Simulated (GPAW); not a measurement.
**B K-edge XANES of TiB2 (P6/mmm)**

How does the B K edge of TiB2 (P6/mmm) move when the bonds are compressed or stretched?

Method: X-ray absorption from dipole matrix elements to empty bands, plane-wave PAW PBE, in GPAW 26.7.0.

### Step 1. Starting point

Symmetry: P6/mmm, No. 191, hexagonal system. The conventional cell has a = 3.029 Å, b = 3.029 Å, c = 3.228 Å, α = 90.00°, β = 90.00°, γ = 120.00°. Nearest to Ti lie 12 B at 2.38 Å. Nearest to B lie 3 B at 1.75 Å and 6 Ti at 2.38 Å. Farther neighbours are not listed.

Structure file:

```cif
data_structure
_symmetry_space_group_name_H-M 'P6/mmm'
_symmetry_Int_Tables_number 191
_cell_length_a 3.0292
_cell_length_b 3.0292
_cell_length_c 3.2284
_cell_angle_alpha 90.000
_cell_angle_beta 90.000
_cell_angle_gamma 120.000
_cell_volume 25.66
loop_
_atom_site_label
_atom_site_type_symbol
_atom_site_symmetry_multiplicity
_atom_site_Wyckoff_symbol
_atom_site_fract_x
_atom_site_fract_y
_atom_site_fract_z
_atom_site_occupancy
Ti1 Ti 1 a 0.00000 0.00000 0.00000 1
B1 B 2 d 0.66667 0.33333 0.50000 1
```

### Step 2. Ground state of the crystal

A plain self-consistent run shows whether there is a gap, which decides the set-up of the core-hole run.

File scf.py:

```python
import numpy as np
from ase import Atoms
from ase.parallel import parprint, paropen
from gpaw import GPAW, PW, FermiDirac, Mixer, MixerDif, setup_paths
from gpaw.test import gen
setup_paths.insert(0, '.')
gen('B', name='nch1s', xcname='PBE', corehole=(1, 0, 0), write_xml=True)
from gpaw.mpi import world
world.barrier()

atoms = Atoms('TiB2',
    cell=[[3.0292, 0, 0],
     [-1.5146, 2.62336415, 0],
     [0, 0, 3.2284]],
    scaled_positions=[[0, 0, 0],
     [0.66666667, 0.33333333, 0.5],
     [0.33333333, 0.66666667, 0.5]],
    pbc=True)
atoms.calc = calc = GPAW(legacy_gpaw=True, mode=PW(430, force_complex_dtype=True), xc='PBE', setups={1: 'nch1s'},
    kpts={'size': (9, 9, 8), 'gamma': True}, occupations=FermiDirac(0.05),
    charge=0, mixer=Mixer(0.1, 5, 50), maxiter=150,
    convergence={'density': 0.0001, 'eigenstates': 1e-6}, txt='scf.txt')
energy = atoms.get_potential_energy() + calc.get_reference_energy()
ef = calc.get_fermi_level()
out = dict(energy=energy, fermi=ef, forces=atoms.get_forces().tolist())
parprint(f'all-electron energy {energy:.4f} eV, Fermi level {ef:.4f} eV')
ev = np.array([[calc.get_eigenvalues(k, s) for k in range(len(calc.get_ibz_k_points()))] for s in range(calc.get_number_of_spins())])
out['homo'], out['lumo'], out['counts'] = ev[ev < ef].max(), ev[ev > ef].min(), sorted(set((ev < ef).sum((0, 2)).tolist()))
out['filled'] = (ev[:, 0] < ef).sum(1).tolist()
import json
with paropen('out.json', 'w') as f:
    json.dump(out, f)
```

The run is started by

```console
> OMP_NUM_THREADS=1 mpirun -n 4 gpaw python scf.py
```

Numbers of over 12 decimals in the logs are rounded to 6 here.

The log of the run:

```text
Input parameters:
  convergence: {density: 0.0001,
                eigenstates: 1e-06}
  kpts: {gamma: True,
         size: (9, 9, 8)}
  maxiter: 150
  mixer: {backend: pulay,
          beta: 0.1,
          method: separate,
          nmaxold: 5,
          weight: 50}
  mode: {ecut: 430.0,
         force_complex_dtype: True,
         name: pw}
  occupations: {fixmagmom: False,
                name: fermi-dirac,
                width: 0.05}
  setups: {1: nch1s}
  xc: PBE

Initialize ...

[... PAW data sets ...]

Reference energy: -24562.993480  # eV

Spin-paired calculation

[... convergence settings ...]
Symmetries present (total): 4
  [... symmetry matrices ...]

648 k-points: 9 x 9 x 8 Monkhorst-Pack grid + [0.000000,0.000000,1/16]
125 k-points in the irreducible part of the Brillouin zone
       k-points in crystal coordinates                weights
   0:     0.00000000    0.00000000    0.00000000          1/648
   1:     0.00000000    0.00000000    0.12500000          2/648
   2:     0.00000000    0.00000000    0.25000000          2/648
   3:     0.00000000    0.00000000    0.37500000          2/648
   4:     0.00000000    0.00000000    0.50000000          1/648
   5:     0.00000000    0.11111111    0.00000000          2/648
   6:     0.00000000    0.11111111    0.12500000          4/648
   7:     0.00000000    0.11111111    0.25000000          4/648
   8:     0.00000000    0.11111111    0.37500000          4/648
   9:     0.00000000    0.11111111    0.50000000          2/648
          ...
 124:     0.44444444    0.44444444    0.50000000          4/648

Wave functions: Plane wave expansion
  Cutoff energy: 430.000 eV
  Number of coefficients (min, max): 490, 551
  Pulay-stress correction: 0.000000 eV/Ang^3 (de/decut=0.000000)
  Using FFTW library
  Wavefunction extrapolation:
    Improved wavefunction reuse through dual PAW basis

Occupation numbers: Fermi-Dirac:
  width: 0.0500  # eV

Eigensolver
   Davidson(niter=2)

Densities:
  Coarse grid: 15*15*16 grid
  Fine grid: 30*30*32 grid
  Total Charge: 0.000000

Density mixing:
  Method: separate
  Backend: pulay
  Linear mixing parameter: 0.1
  old densities: 5
  Width of damping distribution: 1.1
  Damping of long wavelength oscillations: 50

[... Hamiltonian set-up ...]
Number of atoms: 3
Number of atomic orbitals: 21
Number of bands in calculation: 15
Number of valence electrons: 18
Bands to converge: occupied

... initialized

Initializing position-dependent things.

Density initialized from atomic densities
Creating initial wave functions:
  15 bands from LCAO basis set

         B  B

       Ti

Atomic positions and initial magnetic moments

Positions:
   0 Ti     0.000000    0.000000    0.000000    ( 0.0000,  0.0000,  0.0000)
   1 B      1.514600    0.874455    1.614200    ( 0.0000,  0.0000,  0.0000)
   2 B     -0.000000    1.748909    1.614200    ( 0.0000,  0.0000,  0.0000)

Unit cell:
           periodic     x           y           z      points  spacing
  1. axis:    yes    3.029200    0.000000    0.000000    15     0.1749
  2. axis:    yes   -1.514600    2.623364    0.000000    15     0.1749
  3. axis:    yes    0.000000    0.000000    3.228400    16     0.2018

  Lengths:   3.029200   3.029200   3.228400
  Angles:   90.000000  90.000000 120.000000

Effective grid spacing dv^(1/3) = 0.1924

iter:   1   -24.918204
iter:   2   -23.929024   -1.39  -1.03
iter:   3   -23.141488   -0.83  -1.17
iter:   4   -23.186121   -2.30  -1.67
iter:   5   -23.172459   -1.98  -1.59
iter:   6   -23.167763   -3.14  -2.46
iter:   7   -23.167582c  -3.75  -2.63
iter:   8   -23.166727c  -3.55  -2.69
iter:   9   -23.166651c  -4.88  -3.19
iter:  10   -23.166670c  -5.18  -3.46
iter:  11   -23.166655c  -5.56  -3.73
iter:  12   -23.166655c  -6.43c -4.18c

Converged after 12 iterations.

Dipole moment: (-0.000000, 0.000000, -0.000000) |e|*Ang

Energy contributions relative to reference atoms: (reference = -24562.993480)

Kinetic:        +21.131385
Potential:      -19.164027
External:        +0.000000
XC:             -25.161373
Entropy (-ST):   -0.004328
Local:           +0.029523
SIC:             +0.000000
--------------------------
Free energy:    -23.168819
Extrapolated:   -23.166655

Showing only first 2 kpts
 Kpt  Band  Eigenvalues  Occupancy
  0     7      9.13247    2.00000
  0     8      9.36685    2.00000
  0     9     13.38311    0.00000
  0    10     13.38311    0.00000

  1     7      9.03525    2.00000
  1     8     10.67752    2.00000
  1     9     12.90635    0.00000
  1    10     12.90648    0.00000

Fermi level: 11.45307

No gap
No difference between direct/indirect transitions

Forces in eV/Ang:
  0 Ti    0.00000    0.00000    0.00000
  1 B     0.00000    0.00000    0.00000
  2 B     0.00000   -0.00000    0.00000
Scalar-relativistic atomic PBE calculation for B (Boron, Z=5)
Core hole in 1s state (1s occupation: 2.0)
300 radial gridpoints.
|------------------------------------------------|
|------------------------------------------------|
[... the atom generator's iteration count ...]

Energy contributions:
-------------------------
Kinetic:      +24.518211
XC:            -3.799311
Potential:    -45.322190
-------------------------
Total:        -24.603290

state      eigenvalue         ekin         rmax
-----------------------------------------------
1s^2.0 :    -6.636470    10.846863        0.210
2s^2.0 :    -0.347030     1.046423        1.517
2p^1.0 :    -0.132526     0.731638        1.578
-----------------------------------------------
(units: Bohr and Hartree)

Generating PAW setup
Kinetic energy of the core from tauc = 21.700730
Cutoffs:
rc(s)=1.200
rc(p)=1.200
rc(d)=1.200
rc(vbar)=1.080
rc(comp)=1.200
rc(nct)=1.200

Kinetic energy of the core states: 21.693726
Charge: 0.0
Core electrons: 2.0
Valence electrons: 3.0
Pseudo-core charge: 0.111564
Shape function alpha=6.944
Pseudo-electron charge 3.104757
state    eigenvalue         norm
--------------------------------
2s(2) :    -0.347030     1.005232
*s    :     0.652970
2p(1) :    -0.132526     0.982729
*p    :     0.867474
*d    :     0.000000
--------------------------------

Diagonalizing with gridspacing h=0.050

state   all-electron     PAW
-------------------------------
2s:      -0.347030    -0.347449
2p:      -0.132526    -0.132867
*d:                    0.040435
*f:                    0.071313
-------------------------------
all-electron energy -24586.1601 eV, Fermi level 11.4531 eV
```

Wall time 7.9 s (4 MPI ranks of Intel Xeon Platinum 8488C (Sapphire Rapids), shared host); peak memory 0.17 GiB; 30 s of CPU time.

The mesh shows no gap, so the system is treated as a metal and the core electron is put at the Fermi level (neutral cell).

### Step 3. Reference energy of the supercell

The photon energy needs a difference of total energies, so the cell and mesh of the coming hole run are first run without a hole.

scf.py: that of step 2 with these lines changed.

```diff
@@ -10,12 +10,27 @@
 
-atoms = Atoms('TiB2',
-    cell=[[3.0292, 0, 0],
-     [-1.5146, 2.62336415, 0],
-     [0, 0, 3.2284]],
+atoms = Atoms('Ti6B12',
+    cell=[[0, 5.24672831, 0],
+     [-4.5438, -2.62336415, 0],
+     [0, 0, 6.4568]],
     scaled_positions=[[0, 0, 0],
+     [0.33333333, 0.66666667, 0],
+     [0, 0, 0.5],
+     [0.66666667, 0.33333333, 0],
+     [0.33333333, 0.66666667, 0.5],
      [0.66666667, 0.33333333, 0.5],
-     [0.33333333, 0.66666667, 0.5]],
+     [0, 0.66666667, 0.25],
+     [0.33333333, 0.33333333, 0.25],
+     [0, 0.66666667, 0.75],
+     [0.66666667, 0, 0.25],
+     [0.33333333, 0.33333333, 0.75],
+     [0.66666667, 0, 0.75],
+     [0.33333333, 0, 0.25],
+     [0.66666667, 0.66666667, 0.25],
+     [0.33333333, 0, 0.75],
+     [0, 0.33333333, 0.25],
+     [0.66666667, 0.66666667, 0.75],
+     [0, 0.33333333, 0.75]],
     pbc=True)
-atoms.calc = calc = GPAW(legacy_gpaw=True, mode=PW(430, force_complex_dtype=True), xc='PBE', setups={1: 'nch1s'},
-    kpts={'size': (9, 9, 8), 'gamma': True}, occupations=FermiDirac(0.05),
+atoms.calc = calc = GPAW(legacy_gpaw=True, mode=PW(430, force_complex_dtype=True), xc='PBE', setups={6: 'nch1s'},
+    kpts={'size': (5, 5, 4), 'gamma': True}, occupations=FermiDirac(0.1),
     charge=0, mixer=Mixer(0.1, 5, 50), maxiter=150,
```

The log of the run:

```text
Input parameters:
  convergence: {density: 0.0001,
                eigenstates: 1e-06}
  kpts: {gamma: True,
         size: (5, 5, 4)}
  maxiter: 150
  mixer: {backend: pulay,
          beta: 0.1,
          method: separate,
          nmaxold: 5,
          weight: 50}
  mode: {ecut: 430.0,
         force_complex_dtype: True,
         name: pw}
  occupations: {fixmagmom: False,
                name: fermi-dirac,
[...]
2s(2) :    -0.347030     1.005232
*s    :     0.652970
2p(1) :    -0.132526     0.982729
*p    :     0.867474
*d    :     0.000000
--------------------------------

Diagonalizing with gridspacing h=0.050

state   all-electron     PAW
-------------------------------
2s:      -0.347030    -0.347449
2p:      -0.132526    -0.132867
*d:                    0.040435
*f:                    0.071313
-------------------------------
all-electron energy -147516.9534 eV, Fermi level 11.4408 eV
[key lines of the parts left out:]
Converged after 16 iterations.
Dipole moment: (-0.000000, -0.000000, 0.000073) |e|*Ang
Free energy:   -139.040852
Fermi level: 11.44081
```

Wall time 60 s (4 MPI ranks); peak memory 0.33 GiB.

Reference energy: -147516.953 eV with the cores included.

[end of part 1 of 4]

[Banner, clock and machine lines of the logs are left out without a mark of their own.]

[Logs are printed without paths, hosts, clocks, repeated set-up lines and the standing remarks that a program may print on its own settings, such as how far it seeks lower states.]

[Hosts, paths, dates, database ids (printed as entryN), source tags and the programs' standing remarks are cut or masked in the printed files.]

[Lists of maxima count a maximum above −3 eV only where it reaches 4 % of the highest in the window and stands out from its surroundings by 2 % of it (1.5 % where it reaches 55 %); shoulders and weaker maxima are passed over, and of the rest the first, up to two pre-edge ones and the few strongest are named.]
